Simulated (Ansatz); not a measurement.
# One crystal, many levels of theory: Cd5B3ClO9 (Cm), part 3 of 3

Wanted: a ladder of band gaps for Cd5B3ClO9 (Cm), from density functionals to G0W0.

Ansatz 0.2.0; density functionals, hybrids and G0W0, plane waves, PAW. Known limits of the many-body steps: finite bands, screening cutoff and k mesh; no spin-orbit coupling in G0W0; d shells not analysed.

So far. Step 11 (G0W0@HSE06, 2×2×4 mesh, 1033 empty bands, screening to …): Over all 9 irreducible mesh points the G0W0 gap is 4.312 eV, from k = (0.000, 0.000, -0.500) to k = Γ. The HSE06 gap of this run on the mesh is 3.571 eV. The two states that bound the G0W0 gap lie that far apart at the start, so the correction of the gap is 4.312 − 3.571 = +0.741 eV. G0W0@HSE06 against G0W0@PBE with 1118 bands: 4.312 − 3.484 = +0.828 eV, with the same mesh, files and cutoffs, and both edges at the same k points.

In doubt: masses and optical values from hybrid runs of this build are listed as unsure (steps 11, 12), which bears on the screening that GW takes from such a start.

## 13. The ladder

Each gap is the least one over the points named; times are wall times on shared hosts, not benchmarks. A G0W0 time includes the run's own self-consistent start. Runs with listed points see these and the mesh alone, so an edge that moves elsewhere is missed. Rows marked * are further runs, not shown as steps, whose inputs differ from the G0W0 step on the same start in the columns given; solver thresholds can differ too.

```tsv
level	mesh	files, cutoff	bands summed, screening	points	gap (eV)	valence top	conduction bottom	least direct gap (eV)	time
LDA	4×4×6	soft_1 PAW, 420 eV	-	mesh and listed points	1.820	(0.000, 0.000, -0.400)	Γ	1.889	8.7 s
PBEsol	4×4×6	soft_1 PAW, 420 eV	-	mesh and listed points	1.862	(0.000, 0.000, -0.400)	Γ	1.928	14 s
PBE	4×4×6	soft_1 PAW, 420 eV	-	mesh and path	1.983	(0.000, 0.000, -0.400)	Γ	2.045	16 s
PBE+SOC	4×4×6	soft_1 PAW, 420 eV	-	mesh and listed points	1.980	(0.000, 0.000, -0.400)	Γ	2.045	23 s
r2SCAN	4×4×6	soft_1 PAW, 500 eV	-	mesh and listed points	2.494	(0.000, 0.000, -0.500)	Γ	2.567	13 s
HSE06	2×2×4	soft_1 PAW, 420 eV	-	mesh and listed points	3.571	(0.000, 0.000, -0.500)	Γ	3.672	57 s
PBE0	2×2×4	soft_1 PAW, 420 eV	-	mesh and listed points	4.302	(0.000, 0.000, -0.500)	Γ	4.405	57 s
DDH-PBE0	2×2×4	soft_1 PAW, 420 eV	-	mesh and listed points	4.374	(0.000, 0.000, -0.500)	Γ	4.479	2.3 min
G0W0@PBE*	2×2×4	soft_1 PAW, 420 eV	254, 48 eV	all 9 irreducible mesh points	3.402	(0.000, 0.000, -0.500)	Γ	3.457	21 s
G0W0@PBE*	2×2×4	soft_1 PAW, 420 eV	565, 96 eV	all 9 irreducible mesh points	3.350	(0.000, 0.000, -0.500)	Γ	3.392	36 s
G0W0@PBE	2×2×4	soft_1 PAW, 420 eV	1118, 160 eV	all 9 irreducible mesh points	3.484	(0.000, 0.000, -0.500)	Γ	3.525	83 s
G0W0@HSE06	2×2×4	soft_1 PAW, 420 eV	1118, 160 eV	all 9 irreducible mesh points	4.312	(0.000, 0.000, -0.500)	Γ	4.373	5.2 min
G0W0@PBE0	2×2×4	soft_1 PAW, 420 eV	1118, 160 eV	all 9 irreducible mesh points	4.525	(0.000, 0.000, -0.500)	Γ	4.591	5.2 min
```

## 14. Summary of results

```json
{
  "LDA, over mesh and listed points": "1.820 eV",
  "PBEsol, over mesh and listed points": "1.862 eV",
  "PBE, over mesh and path": "1.983 eV",
  "PBE+SOC, over mesh and listed points": "1.980 eV",
  "r2SCAN, over mesh and listed points": "2.494 eV",
  "HSE06, over mesh and listed points": "3.571 eV",
  "PBE0, over mesh and listed points": "4.302 eV",
  "DDH-PBE0, over mesh and listed points": "4.374 eV",
  "G0W0@PBE (1118 bands, 2×2×4), over all 9 irreducible mesh points": "3.484 eV",
  "G0W0@HSE06, over all 9 irreducible mesh points": "4.312 eV",
  "G0W0@PBE0, over all 9 irreducible mesh points": "4.525 eV",
  "known limits": "finite bands, screening cutoff and k mesh; no spin-orbit coupling in G0W0; d shells not analysed"
}
```

**Reading.** The rows run from 1.820 eV (LDA) to 4.525 eV (G0W0@PBE0). They differ in mesh, plane-wave cutoff, bands and screening cutoff of G0W0 and the points over which the gap was sought as well as in level, so only pairs that share these are like for like. PBEsol against LDA: 1.862 − 1.820 = +0.042 eV, with the same mesh, files and cutoff, and both edges at the same k points. PBE against PBEsol: 1.983 − 1.862 = +0.121 eV, with the same mesh, files and cutoff, and both edges at the same k points. PBE+SOC against PBE: 1.980 − 1.983 = −0.003 eV, with the same mesh, set of files (read in its fully relativistic form for the spin-orbit run) and cutoff, and both edges at the same k points. The spin-orbit run sees mesh and listed points alone, so its gap is an upper bound: the coupling can move an edge off these points, the more so as this crystal has no centre of inversion, and the change over the zone, its sign included where it is small, is not known. PBE0 against HSE06: 4.302 − 3.571 = +0.731 eV, with the same mesh, files and cutoff, and both edges at the same k points. DDH-PBE0 against PBE0: 4.374 − 4.302 = +0.072 eV, with the same mesh, files and cutoff, and both edges at the same k points. G0W0@HSE06 against G0W0@PBE with 1118 bands: 4.312 − 3.484 = +0.828 eV, with the same mesh, files and cutoffs, and both edges at the same k points. G0W0@PBE0 against G0W0@HSE06 with 1118 bands: 4.525 − 4.312 = +0.213 eV, with the same mesh, files and cutoffs, and both edges at the same k points. The dielectric-dependent hybrid took 0.258 of exact exchange, against 0.25 in PBE0. G0W0@PBE (1118 bands, 2×2×4) moves the gap of its own start on the mesh by 3.484 − 1.985 = +1.499 eV, between the same two levels. Over mesh and path, PBE puts the valence top at k = (0.000, 0.000, -0.400), where no G0W0 correction was computed. The G0W0 gap over the whole zone is therefore not known from this run; at its settings it can only be equal to or under the 3.484 eV found, and no correction is carried over from another point. For the start itself the gap is 1.983 eV over mesh and path and 1.985 eV on the mesh of the G0W0 run, in runs that differ in mesh (4×4×6 and 2×2×4). G0W0@HSE06 moves the gap of its own start on the mesh by 4.312 − 3.571 = +0.741 eV, between the same two levels. Both edges that HSE06 shows over mesh and listed points lie at k points where levels were corrected. Levels at other points were not corrected, so a lower G0W0 gap elsewhere in the zone is not ruled out. G0W0@PBE0 moves the gap of its own start on the mesh by 4.525 − 4.302 = +0.223 eV, between the same two levels. Both edges that PBE0 shows over mesh and listed points lie at k points where levels were corrected. Levels at other points were not corrected, so a lower G0W0 gap elsewhere in the zone is not ruled out. What spin-orbit coupling does to the G0W0 levels was not computed, so no sum with the G0W0 gap is formed. For G0W0@PBE: from 254 bands and 48 eV to 1118 bands and 160 eV the gap moves by 3.484 − 3.402 = +0.082 eV (rung by rung 3.402, 3.350, 3.484 eV); bands and screening cutoff rise together, so their parts are not told apart. The gap turns back along the series (3.402, 3.350, 3.484 eV), so no line is drawn and the limit is not known. The other G0W0 rows are shown at one basis each (1118 bands), so their distance from the limit is not known here. For G0W0@PBE0: the program's warnings for this run: coarse exchange mesh. The G0W0 runs are scalar-relativistic. One-shot GW is known to converge slowly in bands for compounds with shallow d shells. The cell holds Cd; the filling of the d shell and its place against the gap were not analysed here. No pair of G0W0 runs that differ in the mesh alone is shown (2×2×4 is a supercell whose nearest images lie 14 Å apart), so the error from the mesh is not known here. G0W0@PBE runs of this series with other atomic data on the same mesh, not shown as steps, give 3.583 eV (hard PAW, 930 eV, 1617 bands, screening to 208 eV); where bands and cutoffs differ too, the part of the files is not isolated.

[Paths, hosts, dates, memory and timing lines, banners, echoed tables and standing remarks are left out of the program output.]

[Logs are printed without paths, hosts, clocks, repeated set-up lines and the standing remarks that a program may print on its own settings, such as how far it seeks lower states.]

[Runs of the session that timed out or met a known fault of the program may be left out.]

[Cells called generated may have been cut or substituted from an entry of the Crystallography Open Database or the Materials Project.]

[Hosts, paths, dates, database ids (printed as entryN), source tags and the programs' standing remarks are cut or masked in the printed files.]

[Where an RPA ε∞ is given, it is that of the G0W0 mesh and is not shown converged in it. Names of k-points follow the symmetry that the program found, which can be lower than the space group named. Band edges on a path are those of the sampled points; other points can move an edge, and change direct to indirect where valleys lie close.]

[Hybrid gaps are those of their k-mesh and are not shown converged in it.]
